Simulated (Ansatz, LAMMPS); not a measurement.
**Relaxing glassy 79B2O3-21CaO (mol %) (83 atoms)**

How does glassy 79B2O3-21CaO (mol %) (83 atoms) relax, and what do bonds, charges and levels look like afterwards?

Program: Ansatz 0.2.0. Level of theory: Kohn-Sham DFT, PBE, PAW (set soft_2), plane waves. Results are calculated unless marked as measured.

This is a report of a sequence of runs, with most program output left out.

**1. The starting structure**

The cell holds 83 atoms: 30 B, 4 Ca and 49 O. Cell: a = 9.676 Å, b = 9.676 Å, c = 9.676 Å, α = 90.0°, β = 90.0°, γ = 90.0°. 83 atoms (30 B, 4 Ca, 49 O) placed at random at 2.11 g/cm³, melted at 3000 K for 20 ps at fixed volume with the Buckingham and Coulomb pair potential of Guillot and Sator (Geochim. Cosmochim. Acta 71, 1249 (2007)) with the boron terms of Wang et al. (J. Non-Cryst. Solids 498, 294 (2018)). Quenched from 3000 K to 300 K at 100 K/ps and fixed volume, held 10 ps at zero pressure.

What the set-up can't give: The quench rate of 100 K/ps is orders of magnitude faster than experiment, which tends to freeze in extra defects. The starting topology of bonds comes from the classical model. The Brillouin zone is sampled at Γ only, in a cell whose shortest periodic width is 10 Å.

**2. How the cell was made**

A classical potential supplies the starting structure, since it reaches far longer times than DFT.

This step: classical MD, Buckingham and Coulomb pair potential of Guillot and Sator (Geochim. Cosmochim. Acta 71, 1249 (2007)) with the boron terms of Wang et al. (J. Non-Cryst. Solids 498, 294 (2018)) (LAMMPS 22 Jul 2025 - Update 4).

File in.lmp:

```
# melt-quench of B30Ca4O49
units metal
atom_style charge
boundary p p p
region box block 0 9.9992 0 9.9992 0 9.9992
create_box 3 box
mass 1 10.8100   # B
mass 2 40.0780   # Ca
mass 3 15.9990   # O
create_atoms 1 random 30 458189 NULL overlap 1.5 maxtry 2000
create_atoms 2 random 4 458196 NULL overlap 1.5 maxtry 2000
create_atoms 3 random 49 458203 NULL overlap 1.5 maxtry 2000
pair_style buck/coul/long 9.0
pair_coeff * * 0.0 1.0 0.0
pair_coeff 1 3 206941.81 0.124 35.0018   # B-O
pair_coeff 2 3 155667.70 0.178 42.2597   # Ca-O
pair_coeff 3 3 9022.79 0.265 85.0921   # O-O
pair_coeff 1 1 484.40 0.35 0.0   # B-B
set type 1 charge 1.4175
set type 2 charge 0.945
set type 3 charge -0.945
kspace_style pppm 1.0e-4
neigh_modify delay 0 every 1 check yes
thermo_style custom step time temp pe press density
thermo_modify norm yes
timestep 0.001
thermo 100
min_style cg
minimize 1e-4 1e-4 200 2000
reset_timestep 0
velocity all create 3000 458190 mom yes dist gaussian
fix lim all nve/limit 0.05
fix lan all langevin 3000 3000 0.1 458191 zero yes
thermo 500
# [... 8 lines left out ...]
fix md all nvt temp 3000 300 0.1
run 27000 post no
unfix md
thermo 3333
fix md all npt temp 300 300 0.1 iso 0 0 1
run 10000 post no
unfix md
write_dump all custom glass.dump id type xs ys zs modify sort id
```

Launch:

```sh
$ lmp -in in.lmp -log none -nocite
```

Wall time 20 s (1 thread of Arm Neoverse V2, shared host); peak memory 0.07 GiB.

**3. Single point at the start**

A single point comes first, to see the forces before anything moves.

File input.yaml:

```yaml
crystal:
  lattice:
    - [9.67636, 0.0, 0.0]
    - [0.0, 9.67636, 0.0]
    - [0.0, 0.0, 9.67636]
  atoms:
    - { symbol: B, position: [0.94835, 0.25462, 0.74388] }
    - { symbol: B, position: [0.81297, 0.69611, 0.20631] }
    - { symbol: B, position: [0.8941, 0.3144, 0.46618] }
    - { symbol: B, position: [0.4281, 0.80802, 0.4329] }
    - { symbol: B, position: [0.74036, 0.81627, 0.70125] }
    - { symbol: B, position: [0.71469, 0.13284, 0.34118] }
    - { symbol: B, position: [0.31245, 0.5399, 0.64551] }
    - { symbol: B, position: [0.11059, 0.45129, 0.80658] }
[... 71 atom lines left out ...]
    - { symbol: O, position: [0.54192, 0.72509, 0.40246] }
    - { symbol: O, position: [0.10252, 0.773, 0.7152] }
    - { symbol: O, position: [0.33171, 0.42715, 0.26974] }
    - { symbol: O, position: [0.79162, 0.59629, 0.1049] }
kpoints:
  mp_grid: { grid: [1, 1, 1] }
hamiltonian:
  xc: pbe
scf:
  occupations: { method: fixed }
output:
  forces: true
  stress: true
  populations: intrinsic
  dos:
    method: { smearing: { sigma: 0.1 } }
    de: 0.1
    projected: { site_lists: { B: [B], Ca: [Ca], O: [O] } }
  eigenvalues: true
```

Launch:

```sh
$ ansatz run input.yaml --threads 4 --pin off --max-ram 8192MiB --backend cpu --events-out ev --progress --plain --runs-dir out
```

Wall time 9.1 s (4 threads of Arm Neoverse V2, shared host); peak memory 1.1 GiB; 34 s of CPU time.

The run gave:

| Item | Value |
| --- | --- |
| free energy | -39816.8449 eV |
| free energy per atom | -479.7210 eV/atom |
| SCF cycles | 9 |
| pressure | -5.98 GPa |
| r.m.s. force component | 1.264 eV/Å |
| longest force | 5.106 eV/Å |
| Fermi energy | 4.774 eV |
| gap (highest filled to lowest empty level) | 2.3 eV |

The r.m.s. force component of 1.3 eV/Å and the pressure of -6.0 GPa set the starting point.

Neighbours are counted within 1.83 Å (O-B), 2.88 Å (O-Ca).

Length of the force by element and coordination:

```
element  coordination  atoms  mean length of the force (eV/Å)  spread  least  most
      B           all     30                             2.40    1.06  0.384  5.11
      B             3     22                             2.52    1.03  0.871  5.11
      B             4      8                             2.07    1.07  0.384  3.24
     Ca           all      4                             1.57   0.756  0.614  2.50
      O           all     49                             1.72   0.831  0.310  3.56
      O             2     24                             1.49   0.681  0.411  2.90
      O             3     22                             1.86   0.906  0.310  3.56
      O             4      3                             2.52   0.603   1.98  3.36
```

**4. Relaxation**

The atoms are relaxed in the fixed cell, aiming at the force tolerance of the input.

input.yaml, the sections that differ from step 3:

```yaml
output:
  forces: true
relax:
  f_tol: 0.03
  max_steps: 200
# crystal, kpoints, hamiltonian, scf: as in step 3
```

Run time: 2.4 min. Hardware: 4 threads; peak memory 1 GiB; 9 min of CPU time.

Step by step (22 of 35):

```
step  energy less that of the first step (eV)  largest force component (eV/Å)
   1                                   0.0000                          4.6815
   3                                  -6.9629                          0.9415
   4                                  -7.7794                          0.4166
   6                                  -8.2766                          0.2496
   7                                  -8.3020                          0.1658
   9                                  -8.3510                          0.1564
  11                                  -8.3654                          0.0905
  12                                  -8.3544                          0.2059
  14                                  -8.3742                          0.0346
  16                                  -8.3712                          0.2093
  17                                  -8.3770                          0.0326
  19                                  -8.3792                          0.0606
  20                                  -8.3804                          0.0588
  22                                  -8.3606                          0.3231
  24                                  -8.3871                          0.2063
  25                                  -8.3910                          0.0945
  27                                  -8.4103                          0.1487
  29                                  -8.4263                          0.2966
  30                                  -8.4555                          0.1566
  32                                  -8.4611                          0.1634
  33                                  -8.4743                          0.0471
  35                                  -8.4781                          0.0167
```

Relaxation steps 10, 12, 16, 22, 24, 31 were tried and not accepted.

The atoms that moved most (Å):

```
atom      dx      dy      dz  length
 O46  -0.853   0.305  -0.346   0.970
 O63   0.834   0.294   0.093   0.890
 O44   0.008  -0.742   0.306   0.803
 O61   0.066  -0.005   0.783   0.786
 O69   0.156   0.070  -0.745   0.764
 O50   0.163  -0.585  -0.461   0.762
 B21   0.707   0.092   0.068   0.717
Ca33  -0.129  -0.239  -0.621   0.678
```

The relaxation changed the energy by -102 meV/atom, and atoms moved by 0.45 Å r.m.s., 0.97 Å at most.

**5. Distances and neighbours after relaxation**

Bonds before and after, by the cutoffs listed below:

```
pair  bonds before  bonds after  mean before (Å)  mean after (Å)  spread before (Å)  spread after (Å)
 O-B            98           98            1.424           1.421              0.043             0.067
O-Ca            28           29            2.499           2.458              0.125             0.153
```

Density 2.33 g/cm³, 10.92 Å³ an atom.

Pair distribution functions g(r), in bins of 0.2 Å:

```
r (Å)  total   O-O   O-B  O-Ca   B-B  B-Ca  Ca-Ca
 1.30   2.79  0.00  6.55  0.00  0.00  0.00   0.00
 1.50   2.29  0.00  5.36  0.00  0.00  0.00   0.00
 1.70   0.04  0.00  0.09  0.00  0.00  0.00   0.00
 1.90   0.00  0.00  0.00  0.00  0.00  0.00   0.00
 2.10   0.02  0.00  0.00  0.39  0.00  0.00   0.00
 2.30   1.14  2.54  0.00  4.38  0.00  0.00   0.00
 2.50   1.66  3.36  0.08  3.46  1.87  0.45   0.00
 2.70   0.57  0.12  0.10  0.49  3.21  1.20   0.00
 2.90   0.58  0.56  0.38  0.44  0.49  3.92   0.00
 3.10   1.02  0.96  1.27  0.20  0.17  3.16   0.00
 3.30   0.98  0.61  1.38  0.69  0.59  1.92   0.00
 3.50   1.18  0.91  1.47  0.89  1.05  1.25   0.00
 3.70   1.36  0.79  2.03  1.35  0.88  0.65   3.25
 3.90   0.99  0.96  1.05  0.85  1.17  0.19   0.00
 4.10   0.88  0.85  0.82  2.07  0.80  0.18   0.00
 4.30   1.03  1.29  0.84  1.19  0.96  0.66   0.00
 4.50   1.10  1.48  0.83  0.55  1.43  0.31   0.00
 4.70   1.12  1.32  0.96  0.83  1.16  1.50   0.00
```

Bonds by pair of elements; cutoffs follow the first minimum of g(r), held within bounds set by covalent radii, and pairs that aren't listed don't count as bonded:

```
pair A-B  cutoff (Å)  bonds  mean length (Å)  spread (Å)  shortest (Å)  B about A  A about B
     O-B        1.83     98             1.42       0.067          1.30          2       3.27
    O-Ca        2.93     29             2.46       0.153          2.19      0.592       7.25
```

How many atoms have how many bonded neighbours:

```
element  mean   2   3  4  7  8
      B  3.27   0  22  8  0  0
     Ca  7.25   0   0  0  3  1
      O  2.59  23  23  3  0  0
```

Bond angles, per cent of each kind in bins of 5°:

```
angle (°)  O-B-O  O-Ca-O  B-O-Ca  B-O-B
    50–55    0.0     5.5     0.0    0.0
    55–60    0.0    12.1     0.0    0.0
    60–65    0.0     5.5     0.0    0.0
    65–70    0.0     1.1     0.0    0.0
    70–75    0.0     4.4     3.5    0.0
    75–80    0.0     2.2     5.2    0.0
    80–85    0.0     3.3     5.2    0.0
    85–90    0.0     7.7    12.1    0.0
    90–95    0.0     6.6    20.7    0.0
   95–100    1.8     5.5    13.8    0.0
  100–105    6.1     4.4     1.7    0.0
  105–110   16.7     2.2     8.6    0.0
  110–115   19.3     4.4     6.9    0.0
  115–120   24.6     4.4     8.6    0.0
  120–125   27.2     7.7     5.2    8.2
  125–130    3.5     1.1     3.5   10.2
  130–135    0.9     2.2     0.0   16.3
  135–140    0.0     5.5     3.5   26.5
  140–145    0.0     3.3     0.0    4.1
  145–150    0.0     6.6     1.7   12.2
  150–155    0.0     3.3     0.0   14.3
  155–160    0.0     0.0     0.0    0.0
  160–165    0.0     0.0     0.0    4.1
  165–170    0.0     0.0     0.0    0.0
  170–175    0.0     0.0     0.0    2.0
  175–180    0.0     1.1     0.0    2.0
```

Bond angles (no mean is given where the spread exceeds 20°):

```
  angle  count  mean (°)  spread (°)
  O-B-O    114       115         6.9
 O-Ca-O     91         -           -
 B-O-Ca     58       100        16.6
  B-O-B     49       141        11.9
Ca-O-Ca      3         -           -
```

Oxygen atoms by the number of network formers (Si, P, Ge, B, Al, As, Ga) bound to them:

```
network formers bound to O  O atoms  per cent
                         0        0         0
                         1        0         0
                         2       49       100
```

Network units: each former by its oxygen neighbours and how many of them bridge to another former:

```
former  O neighbours  bridging O  atoms
     B             3           3     22
     B             4           4      8
```

Bond length by coordination (bonds to H left out):

```
element  coordination  atoms  mean bond length (Å)
      B             3     22                  1.39
      B             4      8                  1.50
     Ca             7      3                  2.46
     Ca             8      1                  2.46
      O             2     23                  1.39
      O             3     23                  1.77
      O             4      3                  2.01
```

Rings of the network by King's shortest-path rule, up to 12 atoms, one path for each pair of neighbours; H, halogens, alkali and alkaline-earth atoms are left out, and the last column divides by all other atoms, bonded or not:

```
ring size (atoms)  rings  per network atom
                8      1             0.013
               10      2             0.025
               12      5             0.063
```

With the cutoffs above, 73 % of B atoms have 3, 75 % of Ca atoms have 7 and 47 % of O atoms have 2 and as many 3 bonded neighbours. The O-B-O angle averages 115° with a spread of 7°. 100 % of the oxygens bridge two formers (B) and 0 % are non-bridging. The commonest B unit has 3 oxygens, 3 of them shared with other formers (22 of 30 atoms). Rings of 12 atoms are the most common (62 % of those counted); sizes run from 8 to 12, where the search stops.

[end of part 1 of 2]

[Logs are printed without paths, hosts, clocks, repeated set-up lines and the standing remarks that a program may print on its own settings, such as how far it seeks lower states.]

[Hosts, paths, dates, database ids (printed as entryN), source tags and the programs' standing remarks are cut or masked in the printed files.]
